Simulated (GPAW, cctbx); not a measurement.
## Cd4SeS3: the scripts behind a bonding study

Short scripts, each with its output. The cell is our own: ordered zincblende alloy in the eight-atom cube, 1 of 4 S sites given to Se.

**1. Build the all-electron density and subtract free atoms**

```text
cell
1.0
     5.984922110    0.000000000    0.000000000
     0.000000000    5.984922110    0.000000000
     0.000000000    0.000000000    5.984922110
Cd Se S
4 1 3
Direct
0.256092080 0.256092080 0.256092080
0.256092080 0.743907920 0.743907920
0.743907920 0.256092080 0.743907920
0.743907920 0.743907920 0.256092080
0.000000000 0.000000000 0.000000000
0.000000000 0.500000000 0.500000000
0.500000000 0.000000000 0.500000000
0.500000000 0.500000000 0.000000000
```

```python
import numpy as np
from ase.io import read
from ase.units import Bohr
from gpaw import GPAW, PW, FermiDirac
from gpaw.calculator import GPAW as OldGPAW
from gpaw.mpi import serial_comm, world
from scipy.special import erfc
from scipy.spatial import cKDTree

atoms = read("cell.vasp")
atoms.calc = GPAW(mode=PW(600), xc="PBE", kpts={"size": (4, 4, 4), "gamma": True},
                 occupations=FermiDirac(0.02), maxiter=160, symmetry={"tolerance": 1e-5}, txt="scf.txt")
atoms.get_potential_energy()
rho = atoms.calc.get_all_electron_density(gridrefinement=2)
moments = atoms.get_magnetic_moments() if atoms.calc.get_number_of_spins() == 2 else np.zeros(len(atoms))
total = atoms.get_magnetic_moment() if moments.any() else 0.0
if world.rank == 0:
    free = OldGPAW(mode=PW(600), xc="PBE", txt=None, communicator=serial_comm)
    neutral = atoms.copy()
    neutral.set_initial_magnetic_moments(None)
    free.initialize(neutral)
    free.set_positions(neutral)
    drho = rho - free.get_all_electron_density(gridrefinement=2)
    # GPAW starts from confined atoms: exchange their smooth part for that of the datasets' free atoms
    h = np.stack(np.meshgrid(*[np.fft.fftfreq(n, 1 / n) for n in drho.shape], indexing="ij"), -1)
    gabs = np.linalg.norm(h @ atoms.cell.reciprocal(), axis=-1)
    tails = np.fft.fftn(free.get_pseudo_density(gridrefinement=2))
    g, form, v0 = np.linspace(0, gabs.max(), 1500), {}, 0
    for e in set(atoms.symbols):
        idx = atoms.symbols.search(e)
        d = free.setups[idx[0]].data
        r, w = d.rgd.r_g * Bohr, d.rgd.r_g**2 * d.rgd.dr_g
        j0 = np.sinc(2 * g[:, None] * r)
        smooth = sum(f * p**2 for f, p in zip(d.f_j, d.phit_jg)) + np.sqrt(4 * np.pi) * d.nct_g
        full = sum(f * p**2 for f, p in zip(d.f_j, d.phi_jg)) + np.sqrt(4 * np.pi) * d.nc_g
        phase = sum(np.exp(-2j * np.pi * h @ s) for s in atoms.get_scaled_positions()[idx])
        tails -= np.interp(gabs, g, j0 @ (smooth * w)) * phase * drho.size / atoms.get_volume()
        form[e] = j0 @ (full * w)
        v0 += 2 * np.pi / 3 * 14.3996 * (full * w * r**2).sum() * len(idx)  # V A^3
    tails *= 0.5 * erfc((gabs - 1.8) / 0.25)  # the tails differ at long wavelengths alone
    drho += np.fft.ifftn(tails).real  # crystal minus superposed spherical free atoms
    np.save("drho.npy", drho)
    dv = atoms.get_volume() / drho.size
    print("grid", drho.shape, " electrons %.3f" % (rho.sum() * dv), " moved by bonding %.3f e" % (abs(drho).sum() * dv / 2))
    pts = np.indices(drho.shape).reshape(3, -1).T / drho.shape @ atoms.cell
    shifts = (np.indices((3, 3, 3)).reshape(3, -1).T - 1) @ atoms.cell
    images = (atoms.positions[None] + shifts[:, None]).reshape(-1, 3)
    dist, idx = cKDTree(images).query(pts, k=4)
    out = drho.ravel()[dist[:, 0] > 0.5]
    print("deformation density beyond 0.5 A of the nuclei: max %.3f, min %.3f e/A^3" % (out.max(), out.min()))
    tie = dist < dist[:, :1] + 1e-4
    q = -np.bincount((idx % len(atoms))[tie], (drho.ravel()[:, None] / tie.sum(1, keepdims=True) * tie)[tie], len(atoms)) * dv
    print("atom        x       y       z   Voronoi charge  moment")
    for a, s, c, m in zip(atoms, atoms.get_scaled_positions(), q, moments):
        print("%-2s%-3d %7.4f %7.4f %7.4f %10.3f %10.2f" % (a.symbol, a.index + 1, *s, c, m))
    np.savez("free.npz", g=g, **form)
    print("mean inner potential of superposed free atoms %.3f V" % (v0 / atoms.get_volume()))
    print("total magnetic moment %.3f muB" % total)
```

```console
$ OMP_NUM_THREADS=1 mpirun -n 4 gpaw python run.py > gpaw.log
```

```text
grid (70, 70, 70)  electrons 274.000  moved by bonding 1.870 e
deformation density beyond 0.5 A of the nuclei: max 0.138, min -0.076 e/A^3
atom        x       y       z   Voronoi charge  moment
Cd1    0.2561  0.2561  0.2561      0.351       0.00
Cd2    0.2561  0.7439  0.7439      0.351       0.00
Cd3    0.7439  0.2561  0.7439      0.351       0.00
Cd4    0.7439  0.7439  0.2561      0.351       0.00
Se5    0.0000  0.0000  0.0000     -0.315       0.00
S 6    0.0000  0.5000  0.5000     -0.363       0.00
S 7    0.5000  0.0000  0.5000     -0.363       0.00
S 8    0.5000  0.5000  0.0000     -0.363       0.00
mean inner potential of superposed free atoms 13.069 V
total magnetic moment 0.000 muB
```

Time: 46 s on 4 cores of Arm Neoverse N1 (shared host), peak memory 1 GiB.

**2. Fourier-transform the difference**

```python
from cctbx import adptbx, crystal, miller, xray
from cctbx.eltbx import tiny_pse
import numpy as np

cs = crystal.symmetry(unit_cell=(5.9849, 5.9849, 5.9849, 90, 90, 90), space_group_symbol='Hall: P -4 2 3')  # P-43m
atoms = [  # label, site, U (iso, or U11 U22 U33 U12 U13 U23 in A^2), occupancy
    ("Cd1", (0.25609, 0.25609, 0.25609), 0.0000, 1),
    ("Se1", (0, 0, 0), 0.0000, 1),
    ("S1", (0, 0.5, 0.5), 0.0000, 1),
]
xs = xray.structure(crystal_symmetry=cs)
for label, site, u, occ in atoms:
    u = adptbx.u_cif_as_u_star(cs.unit_cell(), u) if isinstance(u, tuple) else u
    xs.add_scatterer(xray.scatterer(label, site=site, u=u, occupancy=occ))
xs.scattering_type_registry(table="wk1995")
drho = np.load("drho.npy")
T = np.array([[1, 0, 0], [0, 1, 0], [0, 0, 1]])  # conventional axes in terms of the primitive ones
dF = np.fft.ifftn(drho) * 214.37568  # electrons a conventional cell, indexed by primitive hkl
ms = miller.build_set(cs, anomalous_flag=False, d_min=0.9).sort("resolution")
iam = ms.structure_factors_from_scatterers(xs, algorithm="direct").f_calc()
p1 = xs.expand_to_p1()
z = np.array([tiny_pse.table(sc.scattering_type).atomic_number() for sc in p1.scatterers()])
x = np.array(p1.sites_frac())
free = np.load("free.npz")
print("static structure factors of the conventional cell: F in electrons, V (Mott-Bethe) in volts")
print("   h  k  l      d  |F| table  |F| free   |F| DFT   change   |V| free  |V| DFT  change %")
for h, d, table in list(zip(ms.indices(), ms.d_spacings().data(), iam.data()))[:26]:
    df = dF[tuple(np.rint(np.linalg.solve(T, h)).astype(int))]
    phase = np.exp(2j * np.pi * x @ h)
    f = sum(np.interp(1 / d, free["g"], free[sc.scattering_type]) * p for sc, p in zip(p1.scatterers(), phase))
    fz = (z * phase).sum()
    c = 14.3996 * d * d / (np.pi * cs.unit_cell().volume())
    v0, v1 = abs(fz - f) * c, abs(fz - f - df) * c
    print("%4d%3d%3d %7.4f %9.3f %9.3f %9.3f %8.3f %9.3f %8.3f %8s" % (h + (d, abs(table), abs(f), abs(f + df), abs(f + df) - abs(f), v0, v1, "%.1f" % (100 * (v1 / v0 - 1)) if v0 > 0.02 else "-")))
```

```console
$ python run.py
```

```text
static structure factors of the conventional cell: F in electrons, V (Mott-Bethe) in volts
   h  k  l      d  |F| table  |F| free   |F| DFT   change   |V| free  |V| DFT  change %
   0  1  0  5.9849    10.493    10.478    10.509    0.031     0.136    0.112    -17.3
   0  1  1  4.2320    17.298    17.293    17.247   -0.046     0.378    0.396      4.7
   1  1  1  3.4554   181.655   181.703   181.705    0.002     6.903    6.866     -0.5
   0  2  0  2.9925    98.586    98.456    97.685   -0.772     2.103    2.250      7.0
   0  2  1  2.6765    22.103    22.100    22.045   -0.055     0.494    0.502      1.7
   1  2  1  2.4433    19.522    19.511    19.462   -0.049     0.459    0.465      1.3
   0  2  2  2.1160   202.483   202.315   202.230   -0.085     6.755    6.763      0.1
   1  2  2  1.9950     9.632     9.615     9.602   -0.013     0.098    0.099      0.8
   0  3  0  1.9950    31.546    31.494    31.494    0.000     0.723    0.723     -0.0
   0  3  1  1.8926    14.234    14.203    14.187   -0.016     0.226    0.228      0.6
   1  3  1  1.8045   146.497   146.303   146.195   -0.108     4.280    4.291      0.2
   2  2  2  1.7277    82.818    82.596    83.099    0.503     1.642    1.610     -1.9
   0  3  2  1.6599     0.921     0.945     0.966    0.021     0.176    0.174     -0.7
   1  3  2  1.5995    17.648    17.601    17.624    0.023     0.347    0.346     -0.4
   0  4  0  1.4962   172.452   172.301   172.251   -0.050     4.760    4.763      0.0
   2  3  2  1.4516    27.610    27.549    27.601    0.052     0.555    0.553     -0.4
   0  4  1  1.4516     8.794     8.751     8.748   -0.002     0.090    0.090      0.1
   0  3  3  1.4107    14.903    14.855    14.870    0.015     0.241    0.240     -0.3
   1  4  1  1.4107    22.957    22.918    22.953    0.035     0.498    0.497     -0.3
   1  3  3  1.3730   127.172   127.090   127.436    0.345     3.203    3.190     -0.4
   0  4  2  1.3383    71.378    71.370    71.681    0.311     1.372    1.360     -0.9
   1  4  2  1.3060    17.242    17.200    17.217    0.017     0.297    0.296     -0.2
   2  3  3  1.2760    14.109    14.078    14.107    0.029     0.254    0.252     -0.5
   2  4  2  1.2217   153.749   153.713   153.865    0.153     3.731    3.727     -0.1
   0  4  3  1.1970    24.699    24.672    24.702    0.030     0.461    0.461     -0.2
   0  5  0  1.1970     8.960     9.001     9.007    0.006     0.291    0.291     -0.1
```

Time: 0.48 s on 1 core of Arm Neoverse N1 (shared host), peak memory 0.08 GiB.

[Outputs are excerpts: Python notices, other lines and further rows are left out; steps that failed or that the build refused (PBEsol, TPSS) are not shown.]

[Logs are printed without paths, hosts, clocks, repeated set-up lines and the standing remarks that a program may print on its own settings, such as how far it seeks lower states.]
